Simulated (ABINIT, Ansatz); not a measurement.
# Dysprosium (P6_3/mmc): phonons by linear response

How does Dysprosium (P6_3/mmc) vibrate, and is this structure a minimum?

Method: DFT PBE, scalar-relativistic, plane waves, PseudoDojo norm-conserving, 4f in core pseudopotentials, in ABINIT 10.8.3.

### 1. The starting structure

It takes space group P6_3/mmc (No. 194, hexagonal). The conventional cell has a = 3.590 Å, b = 3.590 Å, c = 5.647 Å, α = 90.00°, β = 90.00°, γ = 120.00°. Nearest to Dy lie 12 Dy at 3.50 to 3.59 Å.

As a file:

```cif
data_structure
_symmetry_space_group_name_H-M 'P 1'
_symmetry_Int_Tables_number 1
_cell_length_a 3.5903
_cell_length_b 3.5903
_cell_length_c 5.6475
_cell_angle_alpha 90.000
_cell_angle_beta 90.000
_cell_angle_gamma 120.000
_cell_volume 63.04
loop_
_atom_site_label
_atom_site_type_symbol
_atom_site_fract_x
_atom_site_fract_y
_atom_site_fract_z
_atom_site_occupancy
Dy1 Dy 0.33333 0.66667 0.25000 1
Dy2 Dy 0.66667 0.33333 0.75000 1
```

### 2. A first look

A first run with smearing and empty bands tells whether the crystal has a gap, which decides between fixed occupations and smearing later on.

probe.abi reads:

```
# ground state
tolvrs 1.0d-08
prtden 1
prtwf 1

# basis, mesh and filling
ecut 19.0
ngkpt 6 6 4
nshiftk 1
shiftk 0.0 0.0 0.0
istwfk *1
occopt 7
tsmear 0.005
nband 18
nstep 100
diemac 9.0
prtebands 0
prtgsr 0

# cell and atoms
acell 6.784683705 6.784683705 10.67222829
rprim 
    1.0 0.0 0.0
    -0.5 0.8660254038 0.0
    0.0 0.0 1.0
ntypat 1
znucl 66
natom 2
typat 1 1
xred 
    1/3 2/3 0.25
    2/3 1/3 0.75
pp_dirpath "./pseudo"
pseudos "Dy.upf"
```

The run is started by

```console
$ OMP_NUM_THREADS=1 mpirun -n 8 abinit probe.abi > probe.log
```

Numbers of over 12 decimals in the logs are rounded to 6 here.

probe.abo, the main output file:

```text
[banners, grids, parts of the stress and lines that vanish by symmetry left out]
- input  file    -> probe.abi
- output file    -> probe.abo
- root for input  files -> probei
[...]
Symmetries : space group P6_3/m m c (#194); Bravais hP (primitive hexag.)
[...]
mpw =        1701          nfft =       40500          nkpt =          21
[...]
== DATASET  1 ==================================================================
[...]
cutoff_energies: {ecut:  19.0, pawecutdg:  -1.0, }
[...]
ETOT  1  -86.774536327497    -8.677E+01 4.422E-02 3.603E+00
 ETOT  2  -86.810285769680    -3.575E-02 2.993E-03 8.928E-02
 ETOT  3  -86.810319192898    -3.342E-05 4.558E-03 1.327E-03
 ETOT  4  -86.810319496122    -3.032E-07 1.084E-03 1.245E-05
 ETOT  5  -86.810319499109    -2.987E-09 6.678E-04 2.811E-07
 ETOT  6  -86.810319499176    -6.705E-11 1.588E-04 1.677E-09
 At SCF step    6       vres2   =  1.68E-09 < tolvrs=  1.00E-08 =>converged.
[...]
sigma(1 1)=  4.49030174E-05  sigma(3 2)=  0.00000000E+00
  sigma(2 2)=  4.49030171E-05  sigma(3 1)=  0.00000000E+00
  sigma(3 3)=  6.32226785E-05  sigma(2 1)=  0.00000000E+00
[...]
convergence: {deltae: -6.705E-11, res2:  1.677E-09, residm:  1.588E-04, diffor: null, }
etotal    :  -8.68103195E+01
[...]
sigma(1 1)=  4.49030174E-05  sigma(3 2)=  0.00000000E+00
  sigma(2 2)=  4.49030171E-05  sigma(3 1)=  0.00000000E+00
  sigma(3 3)=  6.32226785E-05  sigma(2 1)=  0.00000000E+00
[...]
- sigma(1 1)=  1.32109238E+00  sigma(3 2)=  0.00000000E+00
- sigma(2 2)=  1.32109237E+00  sigma(3 1)=  0.00000000E+00
- sigma(3 3)=  1.86007542E+00  sigma(2 1)=  0.00000000E+00
[...]
fcart     -1.9843557491E-29  1.2602351585E-28 -5.1671846471E-26
           strten      4.4903017373E-05  4.4903017125E-05  6.3222678534E-05
================================================================================

[key lines of the parts left out:]
pressure_GPa:  -1.5008E+00
```

Wall time 3.6 s (8 MPI ranks of Arm Neoverse V2, shared host).

Numbers from this step:

| Item | Value |
| --- | --- |
| volume per atom | 31.52 Å³ |
| pressure | -1.501 GPa |
| gap on the k-mesh | 0 eV |

No gap opens on this mesh, so smearing is kept; the printed pressure holds the stress of the finite basis too.

### 3. Relaxing the cell and atoms

The harmonic expansion needs vanishing forces, and a free crystal bears no stress, so cell and atoms are brought to rest. Stress is more sensitive to the basis than forces are: the last 3 Ha under the cutoff are smoothed with ecutsm, and the cutoff is raised above that of the later runs.

relax.abi reads:

```
# relaxation
ionmov 2
optcell 2
dilatmx 1.08
ntime 40
tolmxf 1.0d-05
tolvrs 1.0d-14
prtwf 0
prtden 0
chksymtnons 0

# basis, mesh and filling
ecut 25.0
ecutsm 3.0
ngkpt 9 9 6
nshiftk 1
shiftk 0.0 0.0 0.0
istwfk *1
occopt 7
tsmear 0.01
nband 18
nstep 100
diemac 1000000.0
prtebands 0
prtgsr 0

# cell and atoms
acell 6.784683705 6.784683705 10.67222829
rprim 
    1.0 0.0 0.0
    -0.5 0.8660254038 0.0
    0.0 0.0 1.0
ntypat 1
znucl 66
natom 2
typat 1 1
xred 
    1/3 2/3 0.25
    2/3 1/3 0.75
pp_dirpath "./pseudo"
pseudos "Dy.upf"
```

The run is started by

```console
$ OMP_NUM_THREADS=1 mpirun -n 8 abinit relax.abi > relax.log
```

relax.abo, the main output file:

```text
[banners, grids, parts of the stress and lines that vanish by symmetry left out]
- input  file    -> relax.abi
- output file    -> relax.abo
- root for input  files -> relaxi
[...]
Symmetries : space group P6_3/m m c (#194); Bravais hP (primitive hexag.)
[...]
mpw =        3225          nfft =       69984          nkpt =          48
[...]
== DATASET  1 ==================================================================
[...]
cutoff_energies: {ecut:  25.0, pawecutdg:  -1.0, }
[...]
ETOT  1  -86.778805720376    -8.678E+01 5.352E-02 6.449E+00
 ETOT  2  -86.814706146211    -3.590E-02 4.067E-03 1.218E-01
 ETOT  3  -86.814733382643    -2.724E-05 1.797E-03 1.810E-03
 ETOT  4  -86.814733576641    -1.940E-07 1.120E-03 3.008E-05
 ETOT  5  -86.814733581189    -4.549E-09 4.094E-04 5.683E-07
[...]
At SCF step   10       vres2   =  1.54E-16 < tolvrs=  1.00E-14 =>converged.
[...]
sigma(1 1)= -9.60320077E-06  sigma(3 2)=  0.00000000E+00
  sigma(2 2)= -9.60320102E-06  sigma(3 1)=  0.00000000E+00
  sigma(3 3)= -8.48952241E-07  sigma(2 1)=  0.00000000E+00
[...]
convergence: {deltae: -4.263E-13, res2:  1.535E-16, residm:  9.156E-05, diffor: null, }
etotal    :  -8.68147336E+01
[...]
ETOT  1  -86.814734683582    -8.681E+01 1.422E-04 7.529E-03
[...]
At SCF step    8       vres2   =  5.37E-16 < tolvrs=  1.00E-14 =>converged.
[...]
sigma(1 1)= -8.62572080E-06  sigma(3 2)=  0.00000000E+00
  sigma(2 2)= -8.62572105E-06  sigma(3 1)=  0.00000000E+00
  sigma(3 3)= -3.11819625E-07  sigma(2 1)=  0.00000000E+00
[...]
convergence: {deltae:  9.237E-13, res2:  5.366E-16, residm:  4.525E-05, diffor: null, }
etotal    :  -8.68147358E+01
[...]
ETOT  1  -86.814660333651    -8.681E+01 2.607E-05 5.588E-01
[...]
At SCF step    9       vres2   =  2.58E-16 < tolvrs=  1.00E-14 =>converged.
[...]
sigma(1 1)= -2.01215194E-07  sigma(3 2)=  0.00000000E+00
  sigma(2 2)= -2.01215438E-07  sigma(3 1)=  0.00000000E+00
  sigma(3 3)=  3.99404060E-06  sigma(2 1)=  0.00000000E+00
[...]
convergence: {deltae: -1.023E-12, res2:  2.584E-16, residm:  2.877E-06, diffor: null, }
etotal    :  -8.68147453E+01
[...]
ETOT  1  -86.814745408090    -8.681E+01 2.885E-04 2.516E-04
[...]
At SCF step    7       vres2   =  1.77E-15 < tolvrs=  1.00E-14 =>converged.
[...]
sigma(1 1)= -6.95640290E-08  sigma(3 2)=  0.00000000E+00
  sigma(2 2)= -6.95642729E-08  sigma(3 1)=  0.00000000E+00
  sigma(3 3)=  3.77676809E-06  sigma(2 1)=  0.00000000E+00
[...]
convergence: {deltae:  1.094E-12, res2:  1.773E-15, residm:  1.073E-06, diffor: null, }
etotal    :  -8.68147455E+01
[...]
ETOT  1  -86.814738339307    -8.681E+01 5.049E-02 3.906E-02
[...]
At SCF step    8       vres2   =  3.85E-15 < tolvrs=  1.00E-14 =>converged.
[...]
sigma(1 1)=  2.71952922E-07  sigma(3 2)=  0.00000000E+00
  sigma(2 2)=  2.71952678E-07  sigma(3 1)=  0.00000000E+00
  sigma(3 3)=  3.09905508E-07  sigma(2 1)=  0.00000000E+00
[...]
convergence: {deltae: -6.395E-13, res2:  3.851E-15, residm:  2.397E-07, diffor: null, }
etotal    :  -8.68147468E+01
[...]
ETOT  1  -86.814746683478    -8.681E+01 1.357E-06 6.263E-04
[...]
ETOT  6  -86.814746776696     9.521E-13 5.623E-08 2.283E-13
 ETOT  7  -86.814746776696    -8.669E-13 2.390E-08 1.184E-15
 At SCF step    7       vres2   =  1.18E-15 < tolvrs=  1.00E-14 =>converged.
[...]
sigma(1 1)=  5.03360484E-08  sigma(3 2)=  0.00000000E+00
  sigma(2 2)=  5.03358040E-08  sigma(3 1)=  0.00000000E+00
  sigma(3 3)=  3.14594266E-08  sigma(2 1)=  0.00000000E+00
[...]
convergence: {deltae: -8.669E-13, res2:  1.184E-15, residm:  2.390E-08, diffor: null, }
etotal    :  -8.68147468E+01
[...]
At Broyd/MD step   6, gradients are converged :
[...]
sigma(1 1)=  5.03360484E-08  sigma(3 2)=  0.00000000E+00
  sigma(2 2)=  5.03358040E-08  sigma(3 1)=  0.00000000E+00
  sigma(3 3)=  3.14594266E-08  sigma(2 1)=  0.00000000E+00
[...]
- sigma(1 1)=  1.48093767E-03  sigma(3 2)=  0.00000000E+00
- sigma(2 2)=  1.48093048E-03  sigma(3 1)=  0.00000000E+00
- sigma(3 3)=  9.25568286E-04  sigma(2 1)=  0.00000000E+00
[...]
fcart     -9.8889563279E-30  1.7128174793E-29 -0.0000000000E+00
           strten      5.0336048357E-08  5.0335804013E-08  3.1459426619E-08
================================================================================

[key lines of the parts left out:]
pressure_GPa:  -1.2958E-03
Total energy (etotal) [Ha]= -8.68147467766964E+01
```

Elapsed: 52 s, on 8 MPI ranks.

Relaxation path:

```tsv
step	energy less that of the first step (eV)	largest force (eV/Å)	volume (Å³)
1	0.0000	0.0000	63.04
2	-0.0001	0.0000	63.08
3	-0.0003	0.0000	63.41
4	-0.0003	0.0000	63.41
5	-0.0004	0.0000	63.37
6	-0.0004	0.0000	63.36
```

```tsv
conventional cell, symmetrised	before	after	change
a (Å)	3.590	3.602	+0.3 %
b (Å)	3.590	3.602	+0.3 %
c (Å)	5.647	5.638	-0.2 %
volume (Å³/atom)	31.52	31.68	+0.5 %
```

The relaxed structure:

```xyz
2
Lattice="3.6022 0.0000 0.0000 -1.8011 3.1196 0.0000 0.0000 0.0000 5.6385" Properties=species:S:1:pos:R:3 pbc="T T T"
Dy    0.0000    2.0797    1.4096
Dy    1.8011    1.0399    4.2288
```

Numbers from this step:

```
volume per atom : 31.68 Å³
pressure        : -0.001296 GPa
```

The volume changes by +0.5 % in this run and stands +0.5 % from the first cell.

### 4. Ground state

The response is built on these wavefunctions, so the potential is converged far more tightly than an energy would need. Smearing stays on, as the first look found no gap above 0.3 eV.

gs.abi reads:

```
# ground state
tolvrs 1.0d-16
prtden 1
prtwf 1

# basis, mesh and filling
ecut 19.0
ngkpt 9 9 6
nshiftk 1
shiftk 0.0 0.0 0.0
istwfk *1
occopt 7
tsmear 0.01
nband 18
nstep 100
diemac 1000000.0
prtebands 0
prtgsr 0

# cell and atoms
acell 6.807202737 6.807202737 10.65514636
rprim 
    1.0 0.0 0.0
    -0.5 0.8660254038 0.0
    0.0 0.0 1.0
ntypat 1
znucl 66
natom 2
typat 1 1
xred 
    1/3 2/3 0.25
    2/3 1/3 0.75
pp_dirpath "./pseudo"
pseudos "Dy.upf"
```

The run is started by

```console
$ OMP_NUM_THREADS=1 mpirun -n 8 abinit gs.abi > gs.log
```

gs.abo, the main output file:

```text
[banners, grids, parts of the stress and lines that vanish by symmetry left out]
- input  file    -> gs.abi
- output file    -> gs.abo
- root for input  files -> gsi
[...]
Symmetries : space group P6_3/m m c (#194); Bravais hP (primitive hexag.)
[...]
mpw =        1725          nfft =       40500          nkpt =          48
[...]
== DATASET  1 ==================================================================
[...]
cutoff_energies: {ecut:  19.0, pawecutdg:  -1.0, }
[...]
ETOT  1  -86.780474921097    -8.678E+01 3.996E-02 4.119E+00
 ETOT  2  -86.811814547552    -3.134E-02 1.471E-02 9.930E-02
 ETOT  3  -86.811851926500    -3.738E-05 1.254E-03 6.540E-04
 ETOT  4  -86.811852027007    -1.005E-07 1.301E-03 1.780E-05
 ETOT  5  -86.811852031964    -4.957E-09 8.620E-04 3.571E-07
[...]
ETOT 10  -86.811852032050     5.400E-13 4.964E-05 2.476E-16
 ETOT 11  -86.811852032050     1.279E-13 4.900E-05 7.917E-17
 At SCF step   11       vres2   =  7.92E-17 < tolvrs=  1.00E-16 =>converged.
[...]
sigma(1 1)=  5.79846877E-05  sigma(3 2)=  0.00000000E+00
  sigma(2 2)=  5.79846874E-05  sigma(3 1)=  0.00000000E+00
  sigma(3 3)=  5.76918733E-05  sigma(2 1)=  0.00000000E+00
[...]
convergence: {deltae:  1.279E-13, res2:  7.917E-17, residm:  4.900E-05, diffor: null, }
etotal    :  -8.68118520E+01
[...]
sigma(1 1)=  5.79846877E-05  sigma(3 2)=  0.00000000E+00
  sigma(2 2)=  5.79846874E-05  sigma(3 1)=  0.00000000E+00
  sigma(3 3)=  5.76918733E-05  sigma(2 1)=  0.00000000E+00
[...]
- sigma(1 1)=  1.70596841E+00  sigma(3 2)=  0.00000000E+00
- sigma(2 2)=  1.70596840E+00  sigma(3 1)=  0.00000000E+00
- sigma(3 3)=  1.69735351E+00  sigma(2 1)=  0.00000000E+00
[...]
fcart     -0.0000000000E+00 -0.0000000000E+00 -5.1754684832E-26
           strten      5.7984687657E-05  5.7984687411E-05  5.7691873331E-05
================================================================================

[key lines of the parts left out:]
pressure_GPa:  -1.7031E+00
```

It took 8.1 s on 8 MPI ranks.

Read from the output:

| Item | Value |
| --- | --- |
| pressure | -1.703 GPa |

The cell stands at -1.7 GPa: the relaxation ran with a smoothed and higher cutoff, and the difference is a stress of the finite basis.

(Continued in part 2 of 3.)

[Host names and launcher messages were left out of these logs when they were recorded.]

[Logs are printed without paths, hosts, clocks, repeated set-up lines and the standing remarks that a program may print on its own settings, such as how far it seeks lower states.]

[Hosts, paths, dates, database ids (printed as entryN), source tags and the programs' standing remarks are cut or masked in the printed files.]
